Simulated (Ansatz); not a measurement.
# Quasiparticle gap of MoS2 (P6_3/mmc), part 2 of 2

Aim: the quasiparticle gap of MoS2 (P6_3/mmc), starting from PBE.

Ansatz 0.2.0; PBE, then G0W0 on it, plane waves, PAW. Known limits of the many-body steps: finite bands, screening cutoff and k mesh; no spin-orbit coupling in G0W0.

So far. Step 2 (Bands along the symmetry lines): Over mesh and path the gap is 0.884 eV, from k = Γ to k = (0.167, 0.167, 0.000). The least direct gap found is 1.654 eV, at k = (0.333, 0.333, 0.000).

The database entry behind the starting cell differs from later determinations by our own check (about 0.3 % long), so it need not match the best structure at ambient conditions.

In doubt: masses and optical values from hybrid runs of this build are listed as unsure (in some of the runs), which bears on the screening that GW takes from such a start.

## (3) One-shot GW

G0W0 replaces the xc potential by a self-energy built once from the orbitals of the start. Levels are corrected in the window of bands that the input names, at points of the mesh.

This step: G0W0 on PBE, plane waves, PAW.

Contents of input.yaml:

```yaml
crystal:
  lattice:
    - [3.169, 0.0, 0.0]
    - [-1.5845, 2.7444345046, 0.0]
    - [0.0, 0.0, 12.324]
  atoms:
    - { symbol: Mo, position: [0.3333333333, 0.6666666667, 0.25] }
    - { symbol: Mo, position: [0.6666666667, 0.3333333333, 0.75] }
    - { symbol: S, position: [0.3333333333, 0.6666666667, 0.623] }
    - { symbol: S, position: [0.6666666667, 0.3333333333, 0.123] }
    - { symbol: S, position: [0.3333333333, 0.6666666667, 0.877] }
    - { symbol: S, position: [0.6666666667, 0.3333333333, 0.377] }
kpoints:
  mp_grid: { grid: [6, 6, 2] }
hamiltonian:
  xc: pbe
scf:
  occupations: { method: fixed }
gw:
  n_empty_bands: 848
  ecut_chi: 230.0
  qp_bands: [v2, c2]
  qp_kpoints: band_edges
  screening: { model: contour_deformation }
```

Command:

```bash
$ ansatz run input.yaml --threads 3 --pin off --max-ram 64512MiB --backend cuda --events-out ev --progress --plain --runs-dir out --devices 1 --max-vram 24GiB  # rebuilt from the run's record
```

Numbers of over 12 decimals in the logs are rounded to 6 here.

Log:

```text
GPUs: using 1 of 1 available (devices: 1).
[...]
GPU FFT provider: cuFFT
GPU libraries: cuBLAS 13.8.2, cuFFT 12.4.0, cuSOLVER 12.3.4
Crystal: 6 atoms, lattice volume = 107.183 Å³
Basis set: ecut = 420 eV, 2081 PW (Γ)
Bands: 32, of which v1, the nominal top of the filled ones, is band 26 counted from 1 (25 counted from 0)
Symmetry: 24 space group operations
[...]
k-points: 14 of 72
[...]
GPU buffer pool allocated for 51840 grid points (all kernels)
[...]
SCF iter   1: F=—  HF=-13525.526697 eV  |F-HF|=—  |Δ(HF+E_count)|=         —  Δρ=5.46e-3  dr2=7.41e-3  ethr=1.77e-3  ⟨swp⟩=5.0  Hψ=1664  notcnv=0  defer=42
[...]
SCF iter   7: F=-13525.540647 eV  HF=-13525.540647 eV  |F-HF|=7.09e-10  |Δ(HF+E_count)|=   5.96e-8  Δρ=2.23e-6  dr2=6.40e-9  ethr=1.92e-10  ⟨swp⟩=4.9  Hψ=1310  notcnv=0
SCF 1 converged in 7 iterations: F = -13525.540647 eV  dr2 = 6.40e-9
[...]
NSCF: frozen V_eff on 14 k-points, pencils in batches of 32, up to order 128
the band table was solved once the SCF had ended and its energy, with any forces and stress, was formed, with the checks that follow a solve (1760 applications of the Hamiltonian). They found nothing against the state; the energy, forces and stress were not computed again (output.eigenvalues in the input reference)
[...]
NSCF: frozen V_eff on 14 k-points
G₀W₀ screening: q 1/14
[... further progress lines ...]
SCF converged after 7 iterations
Free energy (F): -13525.540647 eV
[...]
Internal energy: -13525.540647 eV  (E = F + TS)
E sigma→0 (E₀):  -13525.540647 eV
Fermi energy:    10.896774 eV
[...]
--- Band table (eV; the first three rows and the last of 14) ---
  k-point 0: bands = [... 22 lower, 8.7669, 9.7117, 9.7496, 10.8968, 12.9944, 12.9944, 13.0224, 13.0224, ... 2 higher]
  k-point 1: bands = [... 22 lower, 8.7436, 8.7436, 10.6302, 10.6302, 12.9998, 12.9998, 12.9998, 12.9998, ... 2 higher]
  k-point 2: bands = [... 22 lower, 8.8399, 9.7099, 9.7325, 10.1259, 12.3854, 12.7493, 12.7590, 12.9531, ... 2 higher]
  k-point 13: bands = [... 22 lower, 8.0256, 8.0256, 10.2018, 10.2018, 11.9456, 11.9456, 13.1987, 13.1987, ... 2 higher]
--- G₀W₀: contour deformation, 8 samples at zero and on the imaginary axis and 1 off it, 72 q-points, 848 empty bands' worth ---
  eigenvalues of the whole cell's RPA ε∞ on this k-mesh (on a slab, of 1 + 4πα/V) = 6.2244, 14.9280, 14.9280; static W/v taken at q = 0 is 0.070048
  bands read: the sum over 874 bands ends inside a degenerate multiplet in 1 slot, whose members it reads at an even weight; the widest, k=12: bands 874 to 875 (counted from 1) at 1/2 each
  gw.qp_kpoints: band_edges: 12 of 14 stored k-points solved, in 1 pass; an edge of the gap read off the rows below is read off those points alone
    valence top: of the k-points left out ik 7 came nearest to being solved in a further pass, in band 25 (counted from 1, as in the quasiparticle table): it holds the edge there only if its correction is more favourable than any solved in that band by at least 1.264 eV; those differ by 0.417 eV
    conduction bottom: of the k-points left out ik 5 came nearest to being solved in a further pass, in band 27 (counted from 1, as in the quasiparticle table): it holds the edge there only if its correction is more favourable than any solved in that band by at least 0.656 eV; those differ by 0.239 eV
    ik  band        ε_KS         Σx   Σc(E_QP)       V_xc       Z   E_QP_lin       E_QP  E_QP is
     0    25      9.7496   -18.6978     0.8815   -17.5874  0.7268     9.5197     9.5207  root
     0    26     10.8968   -19.7402     0.3306   -19.1818  0.7341    10.6684    10.6690  root
     0    27     12.9944   -13.7864    -4.5159   -18.5169  0.7381    13.2098    13.2090  root
     0    28     12.9944   -13.7864    -4.5159   -18.5169  0.7381    13.2098    13.2090  root
     1    25     10.6302   -19.4298     0.6003   -18.5535  0.7360    10.3533    10.3542  root
     1    26     10.6302   -19.4298     0.6003   -18.5535  0.7360    10.3533    10.3542  root
     1    27     12.9998   -13.7331    -4.5113   -18.4521  0.7379    13.2083    13.2075  root
     1    28     12.9998   -13.7331    -4.5113   -18.4521  0.7379    13.2083    13.2075  root
     2    25      9.7325   -18.5719     1.7758   -16.2166  0.7445     9.1470     9.1530  root
     2    26     10.1259   -19.4072     0.7340   -18.4311  0.7329     9.8829     9.8838  root
     2    27     12.3854   -13.5782    -4.2784   -17.9885  0.7369    12.5176    12.5173  root
     2    28     12.7493   -14.1025    -4.3164   -18.5698  0.7280    12.9007    12.9003  root
     3    25     10.0751   -19.3895     0.8679   -18.2493  0.7334     9.8017     9.8028  root
     3    26     10.0751   -19.3895     0.8679   -18.2493  0.7334     9.8017     9.8028  root
     3    27     12.5885   -13.8642    -4.4250   -18.4617  0.7357    12.7615    12.7609  root
     3    28     12.5885   -13.8642    -4.4250   -18.4617  0.7357    12.7615    12.7609  root
     4    25      9.0998   -18.5546     1.2101   -17.0856  0.7251     8.8392     8.8409  root
     4    26      9.3558   -19.0398     1.1272   -17.6677  0.7277     9.1097     9.1109  root
     4    27     12.2870   -14.2464    -4.4905   -18.9550  0.7314    12.5060    12.5051  root
     4    28     12.3861   -15.3312    -4.5303   -20.1338  0.7262    12.6599    12.6585  root
     6    25      9.4972   -17.6852     1.2082   -16.0756  0.7432     9.0926     9.0958  root
     6    26      9.6219   -18.3905     1.0808   -16.9859  0.7382     9.2963     9.2981  root
     6    27     12.4958   -16.6414    -4.9040   -21.9163  0.7166    12.8697    12.8668  root
     6    28     12.5414   -16.6096    -4.9322   -21.9082  0.7158    12.9108    12.9077  root
     8    25      9.4126   -19.7662     1.1081   -18.4389  0.7249     9.1923     9.1934  root
     8    26      9.4403   -19.8180     1.0789   -18.5440  0.7235     9.2444     9.2452  root
     8    27     11.7824   -13.3696    -4.0388   -17.5589  0.7452    11.9333    11.9329  root
     8    28     12.5220   -14.5324    -4.5399   -19.2980  0.7283    12.7489    12.7477  root
     9    25      9.4315   -19.7970     1.0906   -18.4981  0.7243     9.2223     9.2232  root
     9    26      9.4315   -19.7970     1.0906   -18.4981  0.7243     9.2223     9.2232  root
     9    27     12.1158   -13.8357    -4.2567   -18.2821  0.7411    12.3061    12.3056  root
     9    28     12.1158   -13.8357    -4.2567   -18.2821  0.7411    12.3061    12.3056  root
    10    25      9.6633   -19.0135     0.8638   -17.9019  0.7338     9.4144     9.4155  root
    10    26      9.7917   -19.4173     0.7865   -18.4096  0.7332     9.5696     9.5704  root
    10    27     12.2386   -14.9600    -4.3422   -19.5339  0.7301    12.4713    12.4703  root
    10    28     12.6467   -16.2065    -4.6553   -21.1381  0.7147    12.9249    12.9230  root
    11    25      9.7351   -19.2475     0.8243   -18.1901  0.7334     9.5011     9.5020  root
    11    26      9.7351   -19.2475     0.8243   -18.1901  0.7334     9.5011     9.5020  root
    11    27     12.4414   -15.3680    -4.4544   -20.0649  0.7252    12.6852    12.6839  root
    11    28     12.4414   -15.3680    -4.4544   -20.0649  0.7252    12.6852    12.6839  root
    12    25     10.1301   -19.1153     0.3359   -18.6104  0.7356     9.9608     9.9611  root
    12    26     10.2918   -19.5175     0.2591   -19.1026  0.7353    10.1358    10.1360  root
    12    27     11.9443   -16.1257    -4.1501   -20.5483  0.7282    12.2179    12.2167  root
    12    28     11.9443   -16.1257    -4.1501   -20.5483  0.7282    12.2179    12.2167  root
    13    25     10.2018   -19.2682     0.2951   -18.8105  0.7356    10.0388    10.0391  root
    13    26     10.2018   -19.2682     0.2951   -18.8105  0.7356    10.0388    10.0391  root
    13    27     11.9456   -16.1207    -4.1497   -20.5422  0.7283    12.2186    12.2174  root
    13    28     11.9456   -16.1207    -4.1497   -20.5422  0.7283    12.2186    12.2174  root
```

It took 39 s on 1 × NVIDIA H100 80GB HBM3 (shared by 3 runs) with 3 threads of AMD EPYC 7R13 (Zen 3), shared host; peak memory 3.2 GiB; 70 s of CPU time.

This step gave:

```
bands summed                                    : 874
RPA ε∞ on this mesh (eigenvalues)               : 6.224, 14.93, 14.93
plane waves in the screening matrix             : 835
q-points in the mesh                            : 72
G0W0 gap over the corrected points              : 1.264 eV
k of the valence top                            : 0, 0, 0
k of the conduction bottom                      : 0.1667, 0.1667, 0
starting gap on the mesh                        : 0.8857 eV
Z at the valence top                            : 0.7341
Z at the conduction bottom                      : 0.7452
least direct G0W0 gap over the corrected points : 2.081 eV
```

Over 12 of 14 irreducible mesh points the G0W0 gap is 1.264 eV, from k = Γ to k = (0.167, 0.167, 0.000). The PBE gap of this run on the mesh is 0.886 eV. The two states that bound the G0W0 gap lie that far apart at the start, so the correction of the gap is 1.264 − 0.886 = +0.378 eV. The start of this run differs from the step before in mesh (12×12×2 and 6×6×2).

Labels follow the order of the start: v1 is the top filled band, c1 the lowest empty one; levels that stay degenerate share a row, the window can cut a multiplet, doubted levels are not marked in this list, bands outside the window were not corrected, and the list may be a part of the corrected levels. The levels before and after the correction (eV, zero at the valence-band top of each column):

```csv
,conduction bottom,valence top
Kohn-Sham,0.89,0.00
G0W0,1.26,0.00
```

```csv
,level,occupation,energy (eV)
Kohn-Sham,Γ v2,2,-1.147
Kohn-Sham,Γ v1,2,0.000
Kohn-Sham,Γ c1-c2,0,2.098
Kohn-Sham,(0.167 0.167 0) v2,2,-1.484
Kohn-Sham,(0.167 0.167 0) v1,2,-1.456
Kohn-Sham,(0.167 0.167 0) c1,0,0.886
Kohn-Sham,(0.167 0.167 0) c2,0,1.625
G0W0,Γ v2,2,-1.148
G0W0,Γ v1,2,0.000
G0W0,Γ c1-c2,0,2.540
G0W0,(0.167 0.167 0) v2,2,-1.476
G0W0,(0.167 0.167 0) v1,2,-1.424
G0W0,(0.167 0.167 0) c1,0,1.264
G0W0,(0.167 0.167 0) c2,0,2.079
```

The parts of the quasiparticle energy for the two states that bound the G0W0 gap, in eV on the run's own scale (QP = start + Σx + Σc − Vxc, with Σc at the quasiparticle energy):

```csv
edge,k,band,start,Σx,Σc,Vxc,Z,QP
valence top,Γ,26,10.897,−19.740,0.331,−19.182,0.734,10.669
conduction bottom,"(0.167, 0.167, 0.000)",27,11.782,−13.370,−4.039,−17.559,0.745,11.933
```

## (4) Spin-orbit coupling in PBE

This run has two-component orbitals with spin-orbit coupling.

This step: DFT, PBE with spin-orbit coupling, plane waves, PAW.

input.yaml, the sections that differ from step 3:

```yaml
kpoints:
  mp_grid: { grid: [12, 12, 2] }
  band_path:
    path:
      - [0.0, 0.0, 0.0]
      - [0.5, 0.0, 0.0]
      - [0.33333333, 0.33333333, 0.0]
      - [0.0, 0.0, 0.5]
      - [0.5, 0.0, 0.5]
      - [0.33333333, 0.33333333, 0.5]
      - [0.1666666667, 0.1666666667, 0.0]
    npoints: 1
scf:
  occupations: { method: fermi_dirac, width: 0.02 }
  n_extra_bands: 12
magnetization:
  noncollinear: true
  spin_orbit: true
output:
  eigenvalues: true
# crystal, hamiltonian: as in step 3
# gw: removed
```

Log:

```text
[...]
GPUs: using 1 of 1 available (devices: 1).
[...]
non-collinear run that drives no moment, with spin-orbit: no starting moment large enough to seed its density (crystal.atoms[].spin), no starting occupations that ask for one, no magnetisation constraint and no magnetic field, so the semilocal B_xc is pinned to zero
[...]
GPU FFT provider: cuFFT
GPU libraries: cuBLAS 13.8.2, cuFFT 12.4.0, cuSOLVER 12.3.4
Crystal: 6 atoms, lattice volume = 107.183 Å³
Basis set: ecut = 420 eV, 2081 PW (Γ)
Bands: 64, of which v1, the nominal top of the filled ones, is band 52 counted from 1 (51 counted from 0)
Symmetry: 24 space group operations + 24 with time reversal
[...]
k-points: 38 of 288
Projection manifold: j_resolved (fully-relativistic pseudo-atomic orbitals)
[...]
GPU buffer pool allocated for 51840 grid points (all kernels)
[...]
SCF iter   1: F=—  HF=-13529.413726 eV  |F-HF|=—  |Δ(HF+E_count)|=         —  Δρ=6.10e-2  dr2=5.00e0  dr2_m=0.00e0 (ungated)  ethr=3.10e-3  |M|=0.00e0 ∫|m|=0.00e0 μB  |m|>n=0.0e0 m-floor=0.0e0 τ_xc=0.0e0  β_m=0.30  ⟨swp⟩=6.1  Hψ=5837  notcnv=0
[...]
spin=Noncollinear: Resta preconditioning applied to the charge; magnetization (m_x, m_y, m_z) channels mix plain (no charge-response kernel on spin).
SCF iter   2: F=—  HF=-13528.515529 eV  |F-HF|=—  |Δ(HF+E_count)|=   8.98e-1  Δρ=3.66e-2  dr2=2.13e0  dr2_m=0.00e0 (ungated)  ethr=3.10e-3  |M|=0.00e0 ∫|m|=0.00e0 μB  |m|>n=0.0e0 m-floor=0.0e0 τ_xc=0.0e0  β_m=0.48  ⟨swp⟩=2.2  Hψ=2098  notcnv=0  defer=184
[...]
SCF iter   9: F=-13527.898130 eV  HF=-13527.898130 eV  |F-HF|=1.69e-9  |Δ(HF+E_count)|=   1.72e-7  Δρ=1.45e-6  dr2=2.85e-9  dr2_m=0.00e0 (ungated)  ethr=1.92e-10  |M|=0.00e0 ∫|m|=0.00e0 μB  |m|>n=0.0e0 m-floor=0.0e0 τ_xc=0.0e0  ⟨swp⟩=3.3  Hψ=2761  notcnv=0
SCF 1 converged in 9 iterations: F = -13527.898130 eV  dr2 = 2.85e-9
[...]
SCF converged after 9 iterations
Magnetization: |M| = 0.0000 μB,  M = (+0.0000, +0.0000, +0.0000) μB
Absolute magnetization: 0.0000 μB (∫|m|)
  site 0: m = (+0.0000, +0.0000, +0.0000) μB, |m| = 0.0000 μB  (R = 0.99 Å)
  site 1: m = (+0.0000, +0.0000, +0.0000) μB, |m| = 0.0000 μB  (R = 0.99 Å)
  site 2: m = (+0.0000, +0.0000, +0.0000) μB, |m| = 0.0000 μB  (R = 0.99 Å)
  site 3: m = (+0.0000, +0.0000, +0.0000) μB, |m| = 0.0000 μB  (R = 0.99 Å)
  site 4: m = (+0.0000, +0.0000, +0.0000) μB, |m| = 0.0000 μB  (R = 0.99 Å)
  site 5: m = (+0.0000, +0.0000, +0.0000) μB, |m| = 0.0000 μB  (R = 0.99 Å)
Free energy (F): -13527.898130 eV
[...]
Internal energy: -13527.898130 eV  (E = F + TS)
E sigma→0 (E₀):  -13527.898130 eV
Fermi energy:    11.323868 eV
[...]
--- Band table (eV; the first three rows and the last of 38) ---
  k-point 0: bands = [... 48 lower, 9.7573, 9.7573, 10.9024, 10.9024, 12.9530, 12.9530, 12.9816, 12.9816, ... 8 higher]
  k-point 1: bands = [... 48 lower, 10.6351, 10.6351, 10.6351, 10.6351, 12.9601, 12.9601, 12.9601, 12.9601, ... 8 higher]
  k-point 2: bands = [... 48 lower, 9.8565, 9.8565, 10.6974, 10.6974, 12.8687, 12.8687, 12.9100, 12.9100, ... 8 higher]
  k-point 37: bands = [... 48 lower, 10.1295, 10.1295, 10.2759, 10.2759, 11.9438, 11.9438, 11.9467, 11.9467, ... 8 higher]
```

Elapsed: 6.5 s, on 1 × NVIDIA H100 80GB HBM3 (shared by 3 runs) with 3 threads; peak memory 0.99 GiB.

Numbers from this step:

```
gap                  : 0.8790 eV
valence top at       : Γ
conduction bottom at : k = (0.167, 0.167, 0.000)
least direct gap     : 1.621 eV
```

Over mesh and listed points the gap is 0.879 eV, from k = Γ to k = (0.167, 0.167, 0.000). The least direct gap found is 1.621 eV, at k = (0.333, 0.333, 0.000). PBE+SOC against PBE: 0.879 − 0.884 = −0.005 eV, with the same mesh, set of files (read in its fully relativistic form for the spin-orbit run) and cutoff, and both edges at the same k points. The spin-orbit run sees mesh and listed points alone, so its gap is an upper bound: the coupling can move an edge off these points, and the change over the zone, its sign included where it is small, is not known.

## (5) The runs together

Each gap is the least one over the points named; times are wall times on shared hosts, not benchmarks. A G0W0 time includes the run's own self-consistent start. Runs with listed points see these and the mesh alone, so an edge that moves elsewhere is missed. Rows marked * are further runs, not shown as steps, whose inputs differ from the G0W0 step on the same start in the columns given; solver thresholds can differ too.

```csv
level,mesh,"files, cutoff","bands summed, screening",points,gap (eV),valence top,conduction bottom,least direct gap (eV),time
PBE,12×12×2,"soft_2 PAW, 420 eV",-,mesh and path,0.884,Γ,"(0.167, 0.167, 0.000)",1.654,4.1 s
PBE+SOC,12×12×2,"soft_2 PAW, 420 eV",-,mesh and listed points,0.879,Γ,"(0.167, 0.167, 0.000)",1.621,6.5 s
G0W0@PBE*,6×6×2,"soft_2 PAW, 420 eV","165, 69 eV",12 of 14 irreducible mesh points,1.166,Γ,"(0.167, 0.167, 0.000)",2.084,21 s
G0W0@PBE*,6×6×2,"soft_2 PAW, 420 eV","420, 138 eV",12 of 14 irreducible mesh points,1.235,Γ,"(0.167, 0.167, 0.000)",2.086,16 s
G0W0@PBE,6×6×2,"soft_2 PAW, 420 eV","874, 230 eV",12 of 14 irreducible mesh points,1.264,Γ,"(0.167, 0.167, 0.000)",2.081,39 s
G0W0@PBE*,6×6×2,"soft_2 PAW, 420 eV","874, 230 eV, plasmon pole",12 of 14 irreducible mesh points,1.267,Γ,"(0.167, 0.167, 0.000)",2.155,78 s
```

## (6) Summary of results

```json
{"PBE gap over mesh and path": "0.884 eV, from k = Γ to k = (0.167, 0.167, 0.000)", "G0W0@PBE gap over 12 of 14 irreducible mesh points": "1.264 eV, from k = Γ to k = (0.167, 0.167, 0.000)", "PBE+SOC gap over mesh and listed points": "0.879 eV", "estimated limit in bands and cutoff, on this mesh": "1.291 eV", "GW settings": "6×6×2 mesh, 848 empty bands, screening to 230 eV", "known limits": "finite bands, screening cutoff and k mesh; no spin-orbit coupling in G0W0"}
```

**Reading.** Over 12 of 14 irreducible mesh points the G0W0 gap is 1.264 eV, from k = Γ to k = (0.167, 0.167, 0.000). The PBE gap of this run on the mesh is 0.886 eV. The two states that bound the G0W0 gap lie that far apart at the start, so the correction of the gap is 1.264 − 0.886 = +0.378 eV. The valence state moves by 10.669 − 10.897 = −0.228 eV and the conduction state by 11.933 − 11.782 = +0.151 eV, on the run's own scale; with 165 bands the edge states move by +0.337 and +0.617 eV, so the split between the edges depends on the bands and cutoff. Both edges that PBE shows over mesh and path lie at k points where levels were corrected. Levels at other points were not corrected, so a lower G0W0 gap elsewhere in the zone is not ruled out. From 165 bands and 69 eV to 874 bands and 230 eV the gap moves by 1.264 − 1.166 = +0.098 eV (rung by rung 1.166, 1.235, 1.264 eV); bands and screening cutoff rise together, so their parts are not told apart. A line in one over the bands through the two highest rungs gives 1.264 + (1.264 − 1.235) × 420 / (874 − 420) = 1.291 eV, and through the pair below 1.235 + (1.235 − 1.166) × 165 / (420 − 165) = 1.280 eV. The two agree within 0.03 eV and the same two states bound the gap in each rung, so 1.291 eV is taken as an estimate of the limit on this mesh. With the plasmon pole model in place of the contour deformation model and all else as in the G0W0@PBE row with 874 bands, the gap differs by 1.267 − 1.264 = +0.003 eV. G0W0 on other starts in this series, not shown as steps and not all at these settings: 1.334 eV on r2SCAN (6×6×2, soft_2 PAW, 874 bands, 230 eV) and 1.480 eV on HSE06 (6×6×2, soft_2 PAW, 874 bands, 230 eV). PBE+SOC against PBE: 0.879 − 0.884 = −0.005 eV, with the same mesh, set of files (read in its fully relativistic form for the spin-orbit run) and cutoff, and both edges at the same k points. The spin-orbit run sees mesh and listed points alone, so its gap is an upper bound: the coupling can move an edge off these points, and the change over the zone, its sign included where it is small, is not known. What spin-orbit coupling does to the G0W0 levels was not computed, so no sum with the G0W0 gap is formed. The G0W0 runs are scalar-relativistic. No pair of G0W0 runs that differ in the mesh alone is shown (6×6×2 is a supercell whose nearest images lie 19 Å apart), so the error from the mesh is not known here. G0W0@PBE runs of this series with other atomic data on the same mesh, not shown as steps, give 1.275 eV (hard PAW, 510 eV, 1284 bands, screening to 299 eV); where bands and cutoffs differ too, the part of the files is not isolated.

[Paths, hosts, dates, memory and timing lines, banners, echoed tables and standing remarks are left out of the program output.]

[Logs are printed without paths, hosts, clocks, repeated set-up lines and the standing remarks that a program may print on its own settings, such as how far it seeks lower states.]

[Runs of the session that timed out or met a known fault of the program may be left out.]

[Cells called generated may have been cut or substituted from an entry of the Crystallography Open Database or the Materials Project.]

[Hosts, paths, dates, database ids (printed as entryN), source tags and the programs' standing remarks are cut or masked in the printed files.]

[Where an RPA ε∞ is given, it is that of the G0W0 mesh and is not shown converged in it. Names of k-points follow the symmetry that the program found, which can be lower than the space group named. Band edges on a path are those of the sampled points; other points can move an edge, and change direct to indirect where valleys lie close.]

[Hybrid gaps are those of their k-mesh and are not shown converged in it.]
